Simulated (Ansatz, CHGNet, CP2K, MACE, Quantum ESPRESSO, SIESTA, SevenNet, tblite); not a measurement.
# Na+ TFSI- in propylene carbonate and ethylene carbonate at 330 K (114 atoms) in SIESTA

How do the settings of SIESTA change the result for Na+ TFSI- in propylene carbonate and ethylene carbonate at 330 K (114 atoms)? A plane-wave run serves as the yardstick.

Method: the method is named at each step, in SIESTA 5.4.2.

### Step 1. The structure

The cell holds 114 atoms: 2 N, 4 S, 29 O, 29 C, 12 F, 36 H and 2 Na. Its edges and angles: a = 11.218 Å, b = 11.218 Å, c = 11.218 Å, α = 90.0°, β = 90.0°, γ = 90.0°. 4 propylene carbonate, 3 ethylene carbonate, 2 Na+, 2 TFSI- placed at random, at 1.5 g/cm³; overlaps pushed apart, then 10 ps at 550 K with Joung-Cheatham ions (J. Phys. Chem. B 112, 9020 (2008)); MMFF94 bonds, angles, torsions, charges and radii (Halgren, J. Comput. Chem. 17, 490 (1996)) in harmonic and 12-6 forms; charges of ions scaled by 0.8. Snapshot after 30 ps at 330 K and fixed volume. Then every atom was moved at random, 0.05 Å r.m.s. a Cartesian component (hydrogen 0.6 of that).

The yardstick, on the same geometry:

- method: Kohn-Sham DFT, PBE, PAW, plane waves (Ansatz 0.2.0); cutoff 420 eV, Γ point, fermi-dirac smearing of 0.05 eV; PAW set soft_2
- r.m.s. force component: 3.036 eV/Å
- longest force: 18.61 eV/Å
- pressure: 6.008 GPa
- gap (highest filled to lowest empty level): 3.776 eV
- SCF cycles: 11
- time: 8.8 s on 8 threads of Arm Neoverse V2, shared host
- CPU time: 64 s

### Step 2. PBE, DZP, shift 0.01 Ry, mesh 500 Ry

Method: Kohn-Sham DFT, PBE, PseudoDojo 0.4.1 norm-conserving pseudopotentials (converted to PSML), numerical atomic orbitals (DZP), diagonalisation.

The .psml files are PseudoDojo norm-conserving potentials that we converted to this format, checked against plane waves on the same files for H, C, O, Si, Ge and Ca alone.

The input, input.fdf:

```
SystemLabel cell
NumberOfAtoms 114
NumberOfSpecies 7
%block ChemicalSpeciesLabel
  1 7 N
  2 16 S
  3 8 O
  4 6 C
  5 9 F
  6 1 H
  7 11 Na
%endblock ChemicalSpeciesLabel
LatticeConstant 1.0 Ang
%block LatticeVectors
  11.21847 0.00000 0.00000
  0.00000 11.21847 0.00000
  0.00000 0.00000 11.21847
%endblock LatticeVectors
PAO.BasisSize DZP
PAO.EnergyShift 0.01 Ry
XC.Functional GGA
XC.Authors PBE
MeshCutoff 500 Ry
%block kgrid_Monkhorst_Pack
  1 0 0 0.0
  0 1 0 0.0
  0 0 1 0.0
%endblock kgrid_Monkhorst_Pack
SolutionMethod diagon
OccupationFunction FD
ElectronicTemperature 580 K
SCF.Mixer.Method Pulay
SCF.Mixer.Weight 0.15
SCF.Mixer.History 8
SCF.Mix Hamiltonian
MaxSCFIterations 300
SCF.DM.Tolerance 1e-04
SCF.H.Tolerance 1.0e-3 eV
WriteForces T
Write.HirshfeldPop T
Write.VoronoiPop T
Write.DM F
Write.H F
XML.Write F
AtomicCoordinatesFormat Fractional
%block AtomicCoordinatesAndAtomicSpecies
  0.45818 0.52832 0.44128 1
  0.55290 0.59488 0.34800 2
  0.66140 0.59671 0.39742 3
  0.50799 0.68966 0.28813 3
  0.54940 0.47617 0.23739 4
  0.46167 0.40795 0.25158 5
  0.52748 0.51214 0.12485 5
  0.65197 0.41534 0.23012 5
  0.54263 0.44494 0.52482 2
  0.63212 0.39160 0.47942 3
  0.46655 0.37212 0.59680 3
  0.59548 0.55994 0.63111 4
  0.52539 0.66672 0.61929 5
  0.71268 0.58381 0.61571 5
  0.60530 0.51697 0.74992 5
  0.76892 0.05632 0.67292 1
  0.88388 0.95778 0.70701 2
  0.89801 0.85210 0.64766 3
  0.90127 0.93450 0.83201 3
  0.00633 0.06955 0.67861 4
  0.01235 0.07278 0.54677 5
  0.00009 0.17863 0.70710 5
  0.11574 0.02312 0.69723 5
  0.66336 0.96694 0.66919 2
  0.65997 0.87987 0.57108 3
  0.56052 0.03852 0.66813 3
  0.65176 0.87548 0.81142 4
  0.54483 0.83178 0.83079 5
  0.68385 0.93697 0.90888 5
  0.70983 0.77945 0.81252 5
  0.00417 0.40085 0.44955 4
  0.13745 0.41338 0.39258 4
  0.13121 0.32326 0.29268 4
  0.15872 0.20978 0.35659 3
  0.22519 0.23770 0.45585 4
  0.28022 0.16807 0.51876 3
  0.21647 0.36590 0.47998 3
  0.93172 0.44608 0.39556 6
  0.99134 0.31215 0.47835 6
  0.01721 0.46235 0.53484 6
  0.16512 0.49963 0.36964 6
  0.05199 0.31762 0.25206 6
  0.20513 0.32982 0.23404 6
  0.33343 0.89947 0.55951 4
  0.26907 0.81628 0.47799 4
  0.25569 0.85151 0.36145 4
  0.14490 0.77080 0.33286 3
  0.08919 0.73959 0.43719 4
  0.99990 0.70457 0.44796 3
  0.16012 0.79119 0.52626 3
  0.41447 0.93309 0.50762 6
  0.26527 0.97948 0.55988 6
  0.34110 0.87046 0.65341 6
  0.32556 0.72507 0.47635 6
  0.21663 0.93327 0.35549 6
  0.31028 0.83271 0.29704 6
[... 54 atom lines left out ...]
  0.69377 0.22547 0.05940 6
  0.73816 0.16859 0.92564 6
  0.79243 0.75379 0.49499 7
  0.42241 0.17981 0.68145 7
%endblock AtomicCoordinatesAndAtomicSpecies
```

Launch:

```bash
OMP_NUM_THREADS=1 mpirun -np 2 siesta < input.fdf > output.txt
```

Log:

```text
Version         : 5.4.2
reinit: System Name:
reinit: System Label: cell
initatom: Reading input for the pseudopotentials and atomic orbitals ----------
Species number:   1 Atomic number:    7 Label: N
Species number:   2 Atomic number:   16 Label: S
Species number:   3 Atomic number:    8 Label: O
Species number:   4 Atomic number:    6 Label: C
Species number:   5 Atomic number:    9 Label: F
Species number:   6 Atomic number:    1 Label: H
Species number:   7 Atomic number:   11 Label: Na
Ground state valence configuration (from tables):   2s02  2p03  3d00  4f00
Ground state valence configuration (from tables):   3s02  3p04  3d00  4f00
Ground state valence configuration (from tables):   2s02  2p04  3d00  4f00
Ground state valence configuration (from tables):   2s02  2p02  3d00  4f00
Ground state valence configuration (from tables):   2s02  2p05  3d00  4f00
Ground state valence configuration (from tables):   1s01  2p00  3d00  4f00
Ground state valence configuration (from tables):   3s01  3p00  3d00  4f00
---- Processing specs for species: N
GGA--PBE XC_GGA_X_PBE--XC_GGA_C_PBE pb
---- Processing specs for species: S
GGA--PBE XC_GGA_X_PBE--XC_GGA_C_PBE pb
---- Processing specs for species: O
GGA--PBE XC_GGA_X_PBE--XC_GGA_C_PBE pb
---- Processing specs for species: C
GGA--PBE XC_GGA_X_PBE--XC_GGA_C_PBE pb
---- Processing specs for species: F
GGA--PBE XC_GGA_X_PBE--XC_GGA_C_PBE pb
---- Processing specs for species: H
GGA--PBE XC_GGA_X_PBE--XC_GGA_C_PBE pb
---- Processing specs for species: Na
GGA--PBE XC_GGA_X_PBE--XC_GGA_C_PBE pb
Semicore shell(s) with  8 electrons included in the valence for Na
Semicore shell(s): 2s 2p
Fallback to non-perturbative polarization scheme for Na
Please see the manual if this is not desired in principle
N pseudopotential only contains V_ls up to l=1 -- lmxkb reset.
S pseudopotential only contains V_ls up to l=2 -- lmxkb reset.
O pseudopotential only contains V_ls up to l=2 -- lmxkb reset.
[... lines left out ...]
Total number of electrons:   462.000000
[... lines left out ...]
Folding of H and S implicitly performed
new_DM -- step:     1
Initializing Density Matrix...
Attempting to read DM from file... Failed...
DM filled with atomic data:
InitMesh: MESH = 160 x 160 x 160 = 4096000
InitMesh: Mesh cutoff (required, used) =   500.000   562.179 Ry
stepf: Fermi-Dirac step function
        iscf     Eharris(eV)        E_KS(eV)     FreeEng(eV)     dDmax    Ef(eV) dHmax(eV)
   scf:    1   -30415.585056   -30568.085299   -30568.085299  1.935636 -4.310505  9.336445
   scf:    2   -30626.104543   -30600.172123   -30600.172123  0.088374 -4.382792  5.341832
   scf:    3   -30617.604819   -30615.136178   -30615.136178  0.136046 -4.661496  2.358343
[...]
scf:   13   -30616.289439   -30616.289438   -30616.289438  0.000075 -3.909550  0.001131
   scf:   14   -30616.289439   -30616.289438   -30616.289438  0.000054 -3.909207  0.000588
SCF Convergence by DM+H criterion
max |DM_out - DM_in|         :     0.0000540913
max |H_out - H_in|      (eV) :     0.0005884971
SCF cycle converged after 14 iterations
Using DM_out to compute the final energy and forces
siesta: E_KS(eV) =           -30616.2894
siesta: E_KS - E_eggbox =    -30616.2894
siesta: Atomic forces (eV/Ang):
     1    0.880103    0.475518   -0.317965
     2   -7.642161   -7.036904    0.028214
     3   10.864698    1.434689    3.664620
[...]
113    0.066619   -0.525329    0.070340
   114   -0.397055    0.389070    0.258937
----------------------------------------
   Tot    0.022362    0.023231   -0.018657
----------------------------------------
   Max   15.814139
   Res    3.323740    sqrt( Sum f_i^2 / 3N )
----------------------------------------
   Max   15.814139    constrained
Stress tensor Voigt[x,y,z,yz,xz,xy] (kbar):      -85.53      -64.53      -60.29        1.76        4.41       13.71
(Free)E + p*V (eV/cell)   -30554.5003
Target enthalpy (eV/cell)   -30616.2894
siesta: Program's energy decomposition (eV):
siesta: Ebs     =     -7234.006746
siesta: Eions   =     47488.369635
siesta: Ena     =      8561.124352
siesta: Ekin    =     20265.668228
siesta: Enl     =     -3837.868385
siesta: DEna    =      -100.091750
siesta: DUscf   =        34.470335
siesta: Ex      =     -7502.599858
siesta: Ec      =      -548.622725
siesta: Exc     =     -8051.222583
siesta: Eharris =    -30616.289439
siesta: Etot    =    -30616.289438
siesta: FreeEng =    -30616.289438
siesta: Final energy (eV):
siesta:  Band Struct. =   -7234.006746
siesta:       Kinetic =   20265.668228
siesta:       Hartree =   18646.127503
siesta:         Exch. =   -7502.599858
siesta:         Corr. =    -548.622725
siesta:   Exch.-corr. =   -8051.222583
siesta:  Ion-electron =  -55753.372305
siesta:       Ion-ion =   -5723.490282
siesta:         Total =  -30616.289438
siesta:         Fermi =      -3.909207
siesta: Stress tensor (static) (eV/Ang**3):
siesta:    -0.053385    0.008555    0.002751
siesta:     0.008555   -0.040275    0.001101
siesta:     0.002751    0.001101   -0.037630
siesta: Cell volume =       1411.890099 Ang**3
siesta: Pressure (static):
siesta:                Solid            Molecule  Units
siesta:           0.00047664          0.00048244  Ry/Bohr**3
siesta:           0.04376343          0.04429577  eV/Ang**3
siesta:          70.11674582         70.96965146  kBar
    Orbital volume contribution        =          31.933685 eV
    (Free)E + p_basis*V_orbitals       =      -30584.355754 eV
    (Free)Eharris+ p_basis*V_orbitals  =      -30584.355754 eV
Hirshfeld Atomic Populations:
Atom #   charge [q] valence [e]  Species
     1    -0.287829    5.287829  N
     2     0.373438    5.626562  S
     3    -0.198340    6.198340  O
     4    -0.210085    6.210085  O
     5     0.170384    3.829616  C
     6    -0.032933    7.032933  F
     7    -0.094930    7.094930  F
     8    -0.051627    7.051627  F
     9     0.367624    5.632376  S
    10    -0.183174    6.183174  O
[...]
12     0.193084    3.806916  C
[...]
16    -0.222560    5.222560  N
    17     0.382415    5.617585  S
[...]
20     0.196557    3.803443  C
[...]
38     0.029054    0.970946  H
    39     0.010761    0.989239  H
    40     0.005615    0.994385  H
[...]
113     0.200663    8.799337  Na
   114     0.243291    8.756709  Na
--------------------
 Total     0.000007
Voronoi Atomic Populations:
Atom #   charge [q] valence [e]  Species
     1    -0.356054    5.356054  N
[...]
16    -0.284757    5.284757  N
    17     0.503623    5.496377  S
[...]
24     0.487293    5.512707  S
[...]
29    -0.056877    7.056877  F
    30    -0.029644    7.029644  F
[...]
105    -0.028157    6.028157  O
   106     0.101840    3.898160  C
   107     0.062305    3.937695  C
   108    -0.116932    6.116932  O
[...]
111     0.008691    0.991309  H
   112    -0.002207    1.002207  H
   113     0.179154    8.820846  Na
   114     0.212723    8.787277  Na
--------------------
 Total     0.000007
```

The job ended after 2.3 min (2 MPI ranks of Arm Neoverse V2, shared host; peak memory 2.1 GiB; 4.5 min of CPU time).

Banners, paths, timers and routine set-up lines are dropped from the logs unmarked, and long logs keep their key lines alone; longer cuts are marked.

Numbers from this run, and their distance from the reference:

| Item | Value |
| --- | --- |
| r.m.s. force component | 3.324 eV/Å |
| r.m.s. difference of force components | 477.1 meV/Å |
| longest difference of force vectors | 2800 meV/Å |
| force difference over r.m.s. force | 15.72 % |
| slope of forces against the reference's | 1.087 |
| correlation of force components | 0.9928 |
| gap (highest filled to lowest empty level) | 3.874 eV |
| gap difference | 0.0974 eV |
| pressure | 7.012 GPa |
| pressure difference | 1.004 GPa |

Length of the force difference by element (eV/Å):

| element | atoms | mean | most |
| --- | --- | --- | --- |
| C | 29 | 0.61 | 2.4 |
| F | 12 | 0.62 | 0.92 |
| H | 36 | 0.71 | 1.3 |
| N | 2 | 0.61 | 0.68 |
| Na | 2 | 0.13 | 0.13 |
| O | 29 | 0.89 | 2.8 |
| S | 4 | 1.0 | 1.1 |

Levels nearest the highest filled one (eV from it): -0.87, -0.74, -0.69, -0.61, -0.57, -0.43, -0.40, -0.33, -0.13, -0.13, -0.05, 0.00, 3.87, 4.25, 4.63, 4.98, 5.09, 5.21, 5.32, 5.57, 5.74, 5.75, 5.83, 5.84.

A closer look about H112, picked at random: 12 atoms, nearest first, numbered in the order of the input, with positions taken from that point.

```csv
atom,x,y,z,distance (Å),Hirshfeld charge (e),Fx,Fy,Fz (eV/Å)
H112,0.00,0.00,0.00,0.00,0.01,-0.11,-2.69,-2.39
C107,0.25,0.68,0.74,1.03,0.01,1.62,5.29,0.52
H111,-0.50,0.64,1.50,1.70,0.02,-0.92,0.00,1.39
O108,1.57,0.67,1.27,2.13,-0.10,1.40,-2.14,1.32
C106,0.34,2.15,0.08,2.17,0.06,-0.90,-4.20,-4.18
H109,-0.28,2.05,-0.98,2.29,0.03,1.70,0.66,1.86
F29,-0.61,-2.60,-0.19,2.68,-0.04,-0.04,1.57,0.65
O62,-2.75,-0.35,-0.51,2.82,-0.20,-2.62,-1.16,3.37
O105,1.83,2.19,-0.17,2.86,-0.03,-9.19,9.42,-9.92
C104,2.44,1.53,0.55,2.93,0.18,8.07,-7.28,9.92
H110,-0.01,2.99,0.58,3.05,0.03,-0.37,2.01,1.62
N16,0.35,-1.26,-2.84,3.12,-0.22,3.28,-1.46,0.88
```

Forces lie 16 % from the reference's, at 4.3 times its CPU time (on 2 against 8 cores).

### Step 3. PBE, SZ, shift 0.01 Ry, mesh 500 Ry

Method: Kohn-Sham DFT, PBE, PseudoDojo 0.4.1 norm-conserving pseudopotentials (converted to PSML), numerical atomic orbitals (SZ), diagonalisation.

input.fdf, as its differences from that of step 2:

```diff
@@ -18,3 +18,3 @@
 %endblock LatticeVectors
-PAO.BasisSize DZP
+PAO.BasisSize SZ
 PAO.EnergyShift 0.01 Ry
```

Launch:

```bash
OMP_NUM_THREADS=1 siesta < input.fdf > output.txt
```

Log:

```text
Version         : 5.4.2
reinit: System Name:
reinit: System Label: cell
initatom: Reading input for the pseudopotentials and atomic orbitals ----------
Species number:   1 Atomic number:    7 Label: N
Species number:   2 Atomic number:   16 Label: S
Species number:   3 Atomic number:    8 Label: O
Species number:   4 Atomic number:    6 Label: C
Species number:   5 Atomic number:    9 Label: F
Species number:   6 Atomic number:    1 Label: H
Species number:   7 Atomic number:   11 Label: Na
Ground state valence configuration (from tables):   2s02  2p03  3d00  4f00
Ground state valence configuration (from tables):   3s02  3p04  3d00  4f00
Ground state valence configuration (from tables):   2s02  2p04  3d00  4f00
[... lines left out ...]
        iscf     Eharris(eV)        E_KS(eV)     FreeEng(eV)     dDmax    Ef(eV) dHmax(eV)
[... lines left out ...]
SCF Convergence by DM+H criterion
[... lines left out ...]
SCF cycle converged after 15 iterations
[... lines left out ...]
   Max   32.558639
[... lines left out ...]
   Max   32.558639    constrained
Stress tensor Voigt[x,y,z,yz,xz,xy] (kbar):     -417.59     -398.91     -341.43       28.78      -22.89       28.17
[... lines left out ...]
siesta: FreeEng =    -30393.268352
[... lines left out ...]
siesta:         Fermi =      -4.183522
[... lines left out ...]
siesta:                Solid            Molecule  Units
siesta:           0.00262383          0.00277795  Ry/Bohr**3
siesta:           0.24090895          0.25505959  eV/Ang**3
siesta:         385.97869557        408.65050895  kBar
    Orbital volume contribution        =          15.462943 eV
    (Free)E + p_basis*V_orbitals       =      -30377.805409 eV
    (Free)Eharris+ p_basis*V_orbitals  =      -30377.805409 eV
Hirshfeld Atomic Populations:
Atom #   charge [q] valence [e]  Species
     1    -0.430066    5.430066  N
     2     0.698267    5.301733  S
     3    -0.320399    6.320399  O
     4    -0.318958    6.318958  O
     5     0.207398    3.792602  C
     6    -0.086401    7.086401  F
     7    -0.130274    7.130274  F
     8    -0.110372    7.110372  F
     9     0.702545    5.297455  S
    10    -0.314191    6.314191  O
[...]
12     0.192298    3.807702  C
[...]
16    -0.356058    5.356058  N
    17     0.651470    5.348530  S
[...]
20     0.222546    3.777454  C
[...]
38     0.048558    0.951442  H
    39     0.022378    0.977622  H
    40     0.019103    0.980897  H
[...]
113     0.232467    8.767533  Na
   114     0.274293    8.725707  Na
--------------------
 Total     0.000002
Voronoi Atomic Populations:
Atom #   charge [q] valence [e]  Species
     1    -0.453468    5.453468  N
[...]
16    -0.377761    5.377761  N
    17     0.690892    5.309108  S
[...]
24     0.707935    5.292065  S
[...]
29    -0.116451    7.116451  F
    30    -0.090516    7.090516  F
[...]
105    -0.116400    6.116400  O
   106     0.113617    3.886383  C
   107     0.086041    3.913959  C
   108    -0.169053    6.169053  O
[...]
111     0.015999    0.984001  H
   112     0.002691    0.997309  H
   113     0.195503    8.804497  Na
   114     0.232794    8.767206  Na
--------------------
 Total     0.000002
```

Run time: 97 s. Hardware: 1 thread; peak memory 0.95 GiB.

Against the reference:

```
r.m.s. force component                           : 6.408 eV/Å
r.m.s. difference of force components            : 4315 meV/Å
longest difference of force vectors              : 22700 meV/Å
force difference over r.m.s. force               : 142.1 %
slope of forces against the reference's          : 1.718
correlation of force components                  : 0.8138
gap (highest filled to lowest empty level) : 2.413 eV
gap difference                                   : -1.363 eV
pressure                                         : 38.6 GPa
pressure difference                              : 32.59 GPa
```

This is a coarse setting, run to see what it loses.

Against the first run (16 %), the force difference from the reference is 142 %, at 0.36 times the CPU time (on 1 against 2 cores), with 350 basis functions against 1186: the smaller basis costs accuracy.

### Step 4. PBE, SZ, shift 0.02 Ry, mesh 500 Ry

Method: Kohn-Sham DFT, PBE, PseudoDojo 0.4.1 norm-conserving pseudopotentials (converted to PSML), numerical atomic orbitals (SZ), diagonalisation.

input.fdf, as its differences from that of step 3:

```diff
@@ -19,3 +19,3 @@
 PAO.BasisSize SZ
-PAO.EnergyShift 0.01 Ry
+PAO.EnergyShift 0.02 Ry
 XC.Functional GGA
```

Log:

```text
Version         : 5.4.2
reinit: System Name:
reinit: System Label: cell
initatom: Reading input for the pseudopotentials and atomic orbitals ----------
Species number:   1 Atomic number:    7 Label: N
Species number:   2 Atomic number:   16 Label: S
Species number:   3 Atomic number:    8 Label: O
Species number:   4 Atomic number:    6 Label: C
Species number:   5 Atomic number:    9 Label: F
Species number:   6 Atomic number:    1 Label: H
Species number:   7 Atomic number:   11 Label: Na
Ground state valence configuration (from tables):   2s02  2p03  3d00  4f00
[... lines left out ...]
SCF Convergence by DM+H criterion
[... lines left out ...]
SCF cycle converged after 16 iterations
[... lines left out ...]
   Max   31.951294
[... lines left out ...]
   Max   31.951294    constrained
Stress tensor Voigt[x,y,z,yz,xz,xy] (kbar):     -385.98     -365.89     -314.90       24.12      -21.41       24.04
[... lines left out ...]
siesta: FreeEng =    -30379.174843
[... lines left out ...]
siesta:         Fermi =      -2.984484
[... lines left out ...]
siesta:         355.59061748        378.51496935  kBar
[... lines left out ...]
     4    -0.312586    6.312586  O
     5     0.180640    3.819360  C
     6    -0.076445    7.076445  F
     7    -0.123896    7.123896  F
     8    -0.102504    7.102504  F
     9     0.685666    5.314334  S
    10    -0.306938    6.306938  O
[...]
12     0.163112    3.836888  C
[...]
16    -0.356827    5.356827  N
    17     0.634913    5.365087  S
[...]
20     0.193361    3.806639  C
[...]
38     0.042094    0.957906  H
    39     0.019041    0.980959  H
    40     0.010755    0.989245  H
[...]
113     0.256312    8.743688  Na
   114     0.305372    8.694628  Na
--------------------
 Total    -0.000019
Voronoi Atomic Populations:
Atom #   charge [q] valence [e]  Species
     1    -0.458918    5.458918  N
[...]
16    -0.378139    5.378139  N
    17     0.679167    5.320833  S
[...]
24     0.695817    5.304183  S
[...]
29    -0.107377    7.107377  F
    30    -0.081912    7.081912  F
[...]
105    -0.098286    6.098286  O
   106     0.134063    3.865937  C
   107     0.107064    3.892936  C
   108    -0.159851    6.159851  O
[...]
111     0.002832    0.997168  H
   112    -0.007416    1.007416  H
   113     0.204451    8.795549  Na
   114     0.245203    8.754797  Na
--------------------
 Total    -0.000019
```

It took 89 s on 1 thread; peak memory 0.85 GiB.

Compared with the plane-wave run:

- r.m.s. force component: 6.186 eV/Å
- r.m.s. difference of force components: 4020 meV/Å
- longest difference of force vectors: 21910 meV/Å
- force difference over r.m.s. force: 132.4 %
- slope of forces against the reference's: 1.699
- correlation of force components: 0.8339
- gap (highest filled to lowest empty level): 2.27 eV
- gap difference: -1.506 eV
- pressure: 35.56 GPa
- pressure difference: 29.55 GPa

This is a coarse setting, run to see what it loses.

Against the first run (16 %), the force difference from the reference is 132 %, at 0.33 times the CPU time (on 1 against 2 cores).

(Continued in part 2 of 2.)

[Also dropped from logs without a mark: logging warnings of Python, and SIESTA's first energy breakdown and zero terms.]

[Logs are printed without paths, hosts, clocks, repeated set-up lines and the standing remarks that a program may print on its own settings, such as how far it seeks lower states.]

[Hosts, paths, dates, database ids (printed as entryN), source tags and the programs' standing remarks are cut or masked in the printed files.]

[The MMFF94 radii named for the starting cell were scaled by 0.96; in molecules described by MMFF94, hydrogen bound to N, O or S took a small fixed 12-6 site in their place.]
